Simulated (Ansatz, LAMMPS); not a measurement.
# Amorphous 58HfO2-42Al2O3 (mol %) (92 atoms): geometry optimisation, part 3 of 4

How does amorphous 58HfO2-42Al2O3 (mol %) (92 atoms) relax, and what do bonds, charges and levels look like afterwards?

Ansatz 0.2.0; Kohn-Sham DFT, PBE, PAW (set soft_2), plane waves.

The cell: 14 Hf, 20 Al and 58 O. The quench rate of 50 K/ps is many orders above laboratory rates. The starting topology of bonds comes from the classical model. Only the Γ point is sampled in the main run, in a cell whose shortest periodic width is 10 Å. No spin–orbit coupling is included.

So far. Step 4 (Cell and atoms relaxed): The relaxation changed the energy by -35.0 meV/atom, and atoms moved by 0.18 Å r.m.s., 0.64 Å at most.

### 6. Single point at the relaxed geometry

The electronic structure is read at the final geometry, in a run of its own.

File input.yaml:

```yaml
crystal:
  lattice:
    - [10.15375, 0.14794, -0.1799]
    - [0.14794, 10.40767, -0.10844]
    - [-0.1799, -0.10844, 10.4058]
  atoms:
    - { symbol: Hf, position: [0.5826, 0.00871, 0.00377] }
    - { symbol: Hf, position: [0.37245, 0.66592, 0.48142] }
    - { symbol: Hf, position: [0.88536, 0.12407, 0.47437] }
    - { symbol: Hf, position: [0.84466, 0.6564, 0.36019] }
    - { symbol: Hf, position: [0.36603, 0.81401, 0.20207] }
    - { symbol: Hf, position: [0.35099, 0.88737, 0.75472] }
    - { symbol: Hf, position: [0.60339, 0.43067, 0.50754] }
    - { symbol: Hf, position: [0.55031, 0.14989, 0.65105] }
    - { symbol: Hf, position: [0.60526, 0.36422, 0.93366] }
    - { symbol: Hf, position: [0.09542, 0.4225, 0.519] }
    - { symbol: Hf, position: [0.63512, 0.90533, 0.35067] }
    - { symbol: Hf, position: [0.36178, 0.59497, 0.97131] }
    - { symbol: Hf, position: [0.37535, 0.31683, 0.35094] }
    - { symbol: Hf, position: [0.00628, 0.95247, 0.72527] }
    - { symbol: Al, position: [0.22328, 0.14016, 0.57033] }
    - { symbol: Al, position: [0.29718, 0.33777, 0.78579] }
    - { symbol: Al, position: [0.88686, 0.11117, 0.19321] }
    - { symbol: Al, position: [0.17209, 0.12273, 0.25009] }
    - { symbol: Al, position: [0.696, 0.87878, 0.62554] }
    - { symbol: Al, position: [0.56377, 0.66829, 0.75461] }
    - { symbol: Al, position: [0.83215, 0.7639, 0.90977] }
    - { symbol: Al, position: [0.07821, 0.52209, 0.89467] }
    - { symbol: Al, position: [0.14639, 0.55315, 0.22604] }
    - { symbol: Al, position: [0.87934, 0.61406, 0.66815] }
    - { symbol: Al, position: [0.71857, 0.35098, 0.26115] }
    - { symbol: Al, position: [0.09992, 0.72642, 0.53676] }
    - { symbol: Al, position: [0.10505, 0.81625, 0.98093] }
    - { symbol: Al, position: [0.88079, 0.48919, 0.07893] }
    - { symbol: Al, position: [0.36737, 0.25823, 0.04052] }
    - { symbol: Al, position: [0.65716, 0.70477, 0.08477] }
    - { symbol: Al, position: [0.06383, 0.23416, 0.96621] }
    - { symbol: Al, position: [0.06685, 0.88803, 0.27045] }
    - { symbol: Al, position: [0.81555, 0.10689, 0.88085] }
    - { symbol: Al, position: [0.84055, 0.35111, 0.68993] }
    - { symbol: O, position: [0.755, 0.71698, 0.75053] }
    - { symbol: O, position: [0.00984, 0.68728, 0.90959] }
    - { symbol: O, position: [0.51394, 0.58645, 0.60463] }
    - { symbol: O, position: [0.5682, 0.29852, 0.31075] }
    - { symbol: O, position: [0.17363, 0.42194, 0.33996] }
    - { symbol: O, position: [0.39438, 0.70695, 0.81622] }
    - { symbol: O, position: [0.7263, 0.49444, 0.36433] }
    - { symbol: O, position: [0.99298, 0.39718, 0.98305] }
    - { symbol: O, position: [0.9883, 0.76429, 0.65951] }
    - { symbol: O, position: [0.9552, 0.57355, 0.50933] }
    - { symbol: O, position: [0.78322, 0.09731, 0.0494] }
    - { symbol: O, position: [0.59715, 0.00315, 0.52136] }
    - { symbol: O, position: [0.52198, 0.94516, 0.1828] }
    - { symbol: O, position: [0.88204, 0.92443, 0.86736] }
    - { symbol: O, position: [0.77844, 0.02554, 0.31746] }
    - { symbol: O, position: [0.53076, 0.19892, 0.02267] }
    - { symbol: O, position: [0.71005, 0.2507, 0.57845] }
    - { symbol: O, position: [0.85456, 0.24982, 0.30056] }
    - { symbol: O, position: [0.65429, 0.06521, 0.80868] }
    - { symbol: O, position: [0.9823, 0.14382, 0.8403] }
    - { symbol: O, position: [0.45786, 0.28629, 0.52931] }
    - { symbol: O, position: [0.07038, 0.06326, 0.57909] }
    - { symbol: O, position: [0.01521, 0.78002, 0.38731] }
    - { symbol: O, position: [0.43236, 0.49906, 0.39121] }
    - { symbol: O, position: [0.20288, 0.58116, 0.55044] }
    - { symbol: O, position: [0.24814, 0.68008, 0.29606] }
    - { symbol: O, position: [0.73834, 0.7776, 0.4852] }
    - { symbol: O, position: [0.75007, 0.49101, 0.63536] }
    - { symbol: O, position: [0.24017, 0.49396, 0.82921] }
    - { symbol: O, position: [0.23486, 0.18042, 0.40841] }
    - { symbol: O, position: [0.67525, 0.83059, 0.97614] }
    - { symbol: O, position: [0.94893, 0.29596, 0.55775] }
    - { symbol: O, position: [0.18561, 0.53837, 0.06285] }
    - { symbol: O, position: [0.1635, 0.90101, 0.84036] }
    - { symbol: O, position: [0.97534, 0.48095, 0.74445] }
    - { symbol: O, position: [0.79668, 0.625, 0.01407] }
    - { symbol: O, position: [0.54173, 0.83301, 0.68889] }
    - { symbol: O, position: [0.20907, 0.30195, 0.63985] }
    - { symbol: O, position: [0.72383, 0.75489, 0.23695] }
    - { symbol: O, position: [0.5708, 0.54682, 0.88009] }
    - { symbol: O, position: [0.73562, 0.39908, 0.1007] }
    - { symbol: O, position: [0.96339, 0.55565, 0.22149] }
    - { symbol: O, position: [0.49194, 0.67379, 0.1119] }
    - { symbol: O, position: [0.41725, 0.97521, 0.91458] }
    [... 8 atom lines left out ...]
    - { symbol: O, position: [0.47043, 0.29911, 0.78477] }
    - { symbol: O, position: [0.83279, 0.99388, 0.61296] }
    - { symbol: O, position: [0.76622, 0.29178, 0.83486] }
    - { symbol: O, position: [0.35881, 0.06767, 0.65554] }
    - { symbol: O, position: [0.30628, 0.21534, 0.18652] }
    - { symbol: O, position: [0.25092, 0.81466, 0.57494] }
kpoints:
  mp_grid: { grid: [1, 1, 1] }
hamiltonian:
  xc: pbe
scf:
  occupations: { method: fermi_dirac, width: 0.025 }
output:
  forces: true
  stress: true
  populations: true
  dos:
    method: { smearing: { sigma: 0.08 } }
    de: 0.05
    projected: { site_lists: { Al: [Al], Hf: [Hf], O: [O] } }
  eigenvalues: true
  write_density: true
  write_potential: true
  volumetric_format: npy
```

Command:

```console
$ ansatz run input.yaml --threads 4 --pin off --max-ram 8192MiB --backend cpu --events-out ev --progress --plain --runs-dir out
```

Numbers of over 12 decimals in the logs are rounded to 6 here.

Log:

```text
[...]
Crystal: 92 atoms, lattice volume = 1098.974 Å³
Basis set: ecut = 420 eV, 21499 PW (Γ), exchange–correlation on 144×144×144 points (8 copies of the dense FFT grid, shifted against one another)
Bands: 478, of which v1, the nominal top of the filled ones, is band 386 counted from 1 (385 counted from 0)
Symmetry: 1 space group operations
[...]
k-points: 1
[...]
SCF iter   1: F=—  HF=-263898.486746 eV  |F-HF|=—  |Δ(HF+E_count)|=         —  Δρ=3.20e-3  dr2=1.49e-1  ethr=1.77e-3  ⟨swp⟩=6.0  Hψ=1808  notcnv=0  defer=68
[...]
SCF iter  10: F=-263898.477548 eV  HF=-263898.477548 eV  |F-HF|=1.84e-8  |Δ(HF+E_count)|=   1.35e-7  Δρ=2.30e-6  dr2=5.42e-8  ethr=1.30e-11  ⟨swp⟩=15.0  Hψ=3734  notcnv=0
SCF 1 converged in 10 iterations: F = -263898.477548 eV  dr2 = 5.42e-8
[...]
SCF converged after 10 iterations
Free energy (F): -263898.477548 eV
[...]
Internal energy: -263898.477548 eV  (E = F + TS)
E sigma→0 (E₀):  -263898.477548 eV
Fermi energy:    10.446173 eV
[...]
--- Forces (eV/Å), atoms counted from 1 ---
  atom   1  Hf     0.00495711     0.00349032     0.00526047
  atom   2  Hf    -0.00333871    -0.00399008    -0.00478553
  atom   3  Hf    -0.00908983     0.01005328     0.01805066
  atom   4  Hf    -0.01393525    -0.00093089     0.00313965
  atom   5  Hf     0.01061003     0.00842456     0.00286464
  atom   6  Hf     0.01843018     0.00818704     0.00434820
  atom   7  Hf     0.01448837     0.00151342     0.00535884
  atom   8  Hf    -0.00128071     0.00558210    -0.00172580
  atom   9  Hf    -0.01304128    -0.01264448     0.00177333
  atom  10  Hf    -0.00188355    -0.00173176     0.00032428
  atom  11  Hf    -0.01111776     0.01498368     0.00064472
  atom  12  Hf     0.01071362     0.00391633    -0.00087312
  atom  13  Hf     0.03105148     0.00561098     0.00376081
  atom  14  Hf    -0.01426659     0.00387462    -0.00051241
[...]
atom  91  O      0.00915334     0.00010946    -0.00918465
  atom  92  O     -0.00060310    -0.00855328    -0.00086606
  max |Σ_I F_I| component: 7.75e-5 eV/Å
--- Stress (GPa, compression-positive) ---
       -0.012021       0.005988       0.009526
        0.005983      -0.010123       0.000226
        0.009529       0.000228      -0.004530
  P = ⅓ Tr σ = -0.0089 GPa (-0.089 kbar)
--- Band table (eV) ---
[...]
--- Löwdin populations: 92 sites ---
  site symbol       q [e]
     0     Hf     24.4948
     1     Hf     24.4885
     2     Hf     24.3947
[...]
91      O      6.7787
  spilling = 0.004437 (of n_electrons = 772.000000)
```

The job ended after 23 s (4 threads of Arm Neoverse V2, shared host; peak memory 1.7 GiB).

The run gave:

```yaml
free_energy: -263898.4775 eV
free_energy_per_atom: -2868.4617 eV/atom
scf_cycles: 10
pressure: -0.008891 GPa
r_m_s_force_component: 0.00562 eV/Å
longest_force: 0.03178 eV/Å
fermi_energy: 10.45 eV
spacing_of_highest_filled_and_lowest_empty_level: 3.921 eV
spilling_of_the_projection: 0.004437
```

Löwdin charges by element and coordination (they lack the spilled electrons, 0.037 e an atom on average):

| element | coordination | atoms | mean charge (e) | spread | least | most |
| --- | --- | --- | --- | --- | --- | --- |
| Al | all | 20 | 1.28 | 0.035 | 1.22 | 1.36 |
| Al | 4 | 10 | 1.30 | 0.0266 | 1.27 | 1.36 |
| Al | 5 | 10 | 1.26 | 0.0296 | 1.22 | 1.32 |
| Hf | all | 14 | 1.52 | 0.0367 | 1.47 | 1.61 |
| Hf | 6 | 11 | 1.52 | 0.0321 | 1.47 | 1.58 |
| Hf | 7 | 3 | 1.54 | 0.0442 | 1.50 | 1.61 |
| O | all | 58 | -0.751 | 0.0586 | -0.859 | -0.613 |
| O | 2 | 2 | -0.736 | 0.123 | -0.859 | -0.613 |
| O | 3 | 51 | -0.751 | 0.0557 | -0.844 | -0.624 |
| O | 4 | 5 | -0.761 | 0.0438 | -0.816 | -0.700 |

States in the cell by windows of 1 eV, zero at the Fermi level; the larger projections on atomic orbitals stand beside the total:

| from (eV) | to (eV) | total | O p | Hf d | Hf f |
| --- | --- | --- | --- | --- | --- |
| -14 | -13 | 14.6 | 0.0 | 0.0 | 14.6 |
| -13 | -12 | 173.0 | 0.6 | 0.0 | 172.1 |
| -12 | -11 | 8.4 | 0.0 | 0.0 | 8.3 |
| -11 | -9 | 0.0 | 0.0 | 0.0 | 0.0 |
| -9 | -8 | 4.5 | 3.3 | 0.2 | 0.0 |
| -8 | -7 | 28.5 | 20.6 | 2.2 | 0.1 |
| -7 | -6 | 48.7 | 36.2 | 5.0 | 0.1 |
| -6 | -5 | 69.6 | 54.9 | 7.4 | 0.1 |
| -5 | -4 | 67.3 | 57.6 | 4.8 | 0.1 |
| -4 | -3 | 76.7 | 70.2 | 3.1 | 0.2 |
| -3 | -2 | 51.1 | 48.4 | 1.2 | 0.1 |
| -2 | -1 | 1.5 | 1.4 | 0.0 | 0.0 |
| -1 | 1 | 0.0 | 0.0 | 0.0 | 0.0 |
| 1 | 2 | 1.5 | 0.1 | 0.4 | 0.0 |
| 2 | 3 | 20.2 | 2.1 | 15.3 | 0.0 |
| 3 | 4 | 43.0 | 5.5 | 31.7 | 0.0 |
| 4 | 5 | 34.3 | 5.3 | 17.7 | 0.0 |

Between -26 and -14 eV lie 116 more states.

The stored curve holds about 660 of the 772 electrons; the rest, give or take the few that broadening carries across the Fermi level, lie in deeper levels below its range.

The levels nearest the highest filled one (over half full), pooled over k-points and spins:

| level less the highest filled one (eV) | occupation |
| --- | --- |
| -0.440 | 2 |
| -0.374 | 2 |
| -0.330 | 2 |
| -0.261 | 2 |
| -0.224 | 2 |
| 0 | 2 |
| 3.92 | 0 |
| 4.28 | 0 |
| 4.43 | 0 |
| 4.47 | 0 |
| 4.51 | 0 |
| 4.63 | 0 |

Valence density in the bc plane at fractional x = 0.359, with atoms of Hf and Al and O within 0.2 Å of it. It is the smooth field of the valence electrons, not physical close to the nuclei.

Values in e/Å³, 13 rows by 16 columns, each cell a mean:
```
 1  0  0  0  0  0  0  0  3 21  9  0  0  0  0  1
 1  0  0  0  0  0  0  0  0  1  1  1  0  0  1  1
 0  0  0  0  0  0  0  0  0  0  1  3  1  5 13  2
 1  2  0  0  0  0  0  0  0  0  0  0  0  7 16  3
 3  5  1  0  0  0  0  0  0  0  0  0  0  0  1  0
 0  1  0  0  0  0  0  0  0  0  2  1  0  0  0  0
 0  0  0  0  0  0  0  0  0  2 19 11  1  0  0  0
 0  0  0  0  3  6  1  1  1  1  5  3  0  0  0  0
 0  0  0  0 10 18  2  0  0  0  0  0  0  0  0  0
 0  0  0  1  1  2  0  0  0  0  0  0  5  8  1  0
 0  0  1  2  1  0  0  0  0  0  0  1 11 18  2  0
 0  0  0  1  0  0  0  0  0  0  0  0  1  1  0  0
 0  0  0  0  0  0  1  1  1  8  4  0  0  0  0  0
```
Columns run along b (10.4 Å), rows up along c (10.4 Å). Atoms in or near the plane, at fractional coordinates: Hf at (0.67, 0.48), Hf at (0.81, 0.20), Hf at (0.89, 0.75), Hf at (0.59, 0.97), Hf at (0.32, 0.35), Al at (0.26, 0.04), O at (0.07, 0.66).

Electrostatic potential energy in the bc plane at fractional x = 0.359, with atoms of Hf and Al and O within 0.2 Å of it. With pseudopotentials it is smooth inside the atoms' cores, unlike the true potential.

Values in eV, 13 rows by 16 columns, each cell a mean:
```
 11  15  11   3   0   7  12   8 -16 -28 -25   4  14  15  14   6
 10  15  14  12   8   4   8  10   4  -6  -2  -2  10   8   4   1
 10  15  14  11   1  -7  -1  11  13  13   4 -21  -1 -19 -27 -12
  2  -2  12  12   6   1   6  12  15  15  15  12   5 -22 -28 -14
-14 -27   5  12  13  13  13  14  15  14  12  11  10   4   0   8
 12   7  11  12  14  14  14  14  12   4 -10  -6   8  13  14  14
 14  13  13  12  10   9  11  13  10 -12 -29 -28   0  13  15  15
 15  14  13   6 -14 -20  -3   9   8  -1 -19 -13   6  13  15  15
 14  14  12   1 -27 -29 -13   9  12  12  10   9   8   8  11  14
 14  14  13   5  -4  -8   3  12  14  15  13   4 -18 -22  -4  11
 14  15  11 -11   4  10  12  14  14  14  12  -1 -27 -28 -12  10
 14  14  10  -1  -3   4  12  14  11   7   8   8  -2  -5   5  12
 15  13   6  -5   1  -2   5   7  -6 -23 -16   6  12  13  14  15
```
Columns run along b (10.4 Å; values clipped at the 3rd and 97th percentile), rows up along c (10.4 Å). Atoms in or near the plane, at fractional coordinates: Hf at (0.67, 0.48), Hf at (0.81, 0.20), Hf at (0.89, 0.75), Hf at (0.59, 0.97), Hf at (0.32, 0.35), Al at (0.26, 0.04), O at (0.07, 0.66).

Mean Löwdin charges: Al +1.28, Hf +1.52, O -0.75 e (they miss 0.44 % of the electrons, so they add up to more than the cell's charge). The largest share in the top eV of filled states is O p (96 % of the projected weight), and in the lowest eV of empty states Hf d (74 % of the projected weight).

Local excerpt of 12 atoms (numbers count through the whole input) about O78, which has 2 bonded neighbours where the commonest count for O is 3; x, y, z are measured from there.

| atom | x | y | z | distance (Å) | bonds | Löwdin charge (e) |
| --- | --- | --- | --- | --- | --- | --- |
| O78 | 0.00 | 0.00 | 0.00 | 0.00 | 2 | -0.61 |
| Hf1 | 1.67 | 0.36 | 0.89 | 1.93 | 6 | 1.51 |
| Hf6 | -0.66 | -0.91 | -1.64 | 1.99 | 6 | 1.51 |
| O68 | -2.57 | -0.80 | -0.72 | 2.79 | 3 | -0.71 |
| O50 | 1.17 | 2.33 | 1.08 | 2.82 | 3 | -0.73 |
| O53 | 2.44 | 0.98 | -1.15 | 2.87 | 3 | -0.74 |
| O90 | -0.53 | 0.98 | -2.70 | 2.92 | 3 | -0.76 |
| O40 | -0.25 | -2.78 | -0.99 | 2.97 | 3 | -0.69 |
| O47 | 1.01 | -0.33 | 2.78 | 2.97 | 3 | -0.67 |
| O83 | -1.60 | -2.19 | 1.32 | 3.02 | 3 | -0.71 |
| O65 | 2.59 | -1.47 | 0.61 | 3.04 | 3 | -0.79 |
| O71 | 1.28 | -1.44 | -2.36 | 3.04 | 3 | -0.79 |

The column of bonds counts only the pairs O-Al within 2.48 Å, O-Hf within 2.82 Å; other neighbours, such as metal atoms beside each other in a compound, aren't counted, and periodic images can show an atom twice.

### 7. K-mesh 2×2×2

Large cells are often run on few k-points; this run checks whether the reference had enough.

input.yaml: that of step 6 with these lines changed.

```diff
@@ -8,3 +8,3 @@
 kpoints:
-  mp_grid: { grid: [1, 1, 1] }
+  mp_grid: { grid: [2, 2, 2] }
 hamiltonian:
@@ -22,4 +22 @@
   eigenvalues: true
-  write_density: true
-  write_potential: true
-  volumetric_format: npy
```

Log:

```text
[...]
Crystal: 92 atoms, lattice volume = 1098.974 Å³
Basis set: ecut = 420 eV, 21499 PW (Γ), exchange–correlation on 144×144×144 points (8 copies of the dense FFT grid, shifted against one another)
Bands: 478, of which v1, the nominal top of the filled ones, is band 386 counted from 1 (385 counted from 0)
Symmetry: 1 space group operations
[...]
k-points: 8
[...]
SCF iter   1: F=—  HF=-263898.620133 eV  |F-HF|=—  |Δ(HF+E_count)|=         —  Δρ=3.17e-3  dr2=1.46e-1  ethr=1.77e-3  ⟨swp⟩=6.0  Hψ=14284  notcnv=0  defer=521
[...]
SCF iter   9: F=—  HF=-263898.610573 eV  |F-HF|=—  |Δ(HF+E_count)|=   5.21e-7  Δρ=3.08e-6  dr2=1.34e-7  ethr=1.99e-10  ⟨swp⟩=2.0  Hψ=6171  notcnv=0  defer=693
SCF iter  10: F=-263898.610573 eV  HF=-263898.610573 eV  |F-HF|=1.20e-8  |Δ(HF+E_count)|=   1.25e-7  Δρ=2.23e-6  dr2=5.13e-8  ethr=1.30e-11  ⟨swp⟩=11.0  Hψ=19018  notcnv=0
SCF 1 converged in 10 iterations: F = -263898.610573 eV  dr2 = 5.13e-8
[...]
SCF converged after 10 iterations
Free energy (F): -263898.610573 eV
[...]
Internal energy: -263898.610573 eV  (E = F + TS)
E sigma→0 (E₀):  -263898.610573 eV
Fermi energy:    10.469087 eV
[...]
Σ components = -263898.610573   (vs F -263898.610573, Δ=0.00e0)
--- Forces (eV/Å), atoms counted from 1 ---
  atom   1  Hf    -0.00802223     0.00194183     0.00213338
  atom   2  Hf    -0.00485147     0.02292618    -0.00928767
  atom   3  Hf    -0.01761208     0.02710739     0.02712311
  atom   4  Hf    -0.02104818     0.00028156     0.00513174
[...]
atom  92  O     -0.00568877    -0.00264913    -0.00085156
  max |Σ_I F_I| component: 7.28e-5 eV/Å
--- Stress (GPa, compression-positive) ---
        0.016403       0.010390       0.004628
        0.010386       0.004808       0.003392
        0.004630       0.003394       0.021535
  P = ⅓ Tr σ = 0.0142 GPa (0.142 kbar)
--- Band table (eV; the first three rows and the last of 8) ---
[...]
--- Löwdin populations: 92 sites ---
  site symbol       q [e]
     0     Hf     24.4976
     1     Hf     24.4890
     2     Hf     24.3960
[...]
91      O      6.7786
  spilling = 0.004434 (of n_electrons = 772.000000)
```

Elapsed: 3.4 min, on 4 threads; peak memory 5.8 GiB; 14 min of CPU time.

The program notes that it cut back its work space to fit the memory limit.

Geometry and reference: those of the single point at the relaxed geometry.

Forces differ from those of the single point at the relaxed geometry by 7.4 meV/Å r.m.s.; the energy by -1.4 meV/atom, the pressure by +0.023 GPa and the gap by -0.0077 eV. It took 3.4 min and 10 cycles; the reference's time can't be set against it, since the two runs asked for unlike analyses.

[end of part 3 of 4]

[Logs are printed without paths, hosts, clocks, repeated set-up lines and the standing remarks that a program may print on its own settings, such as how far it seeks lower states.]

[Hosts, paths, dates, database ids (printed as entryN), source tags and the programs' standing remarks are cut or masked in the printed files.]
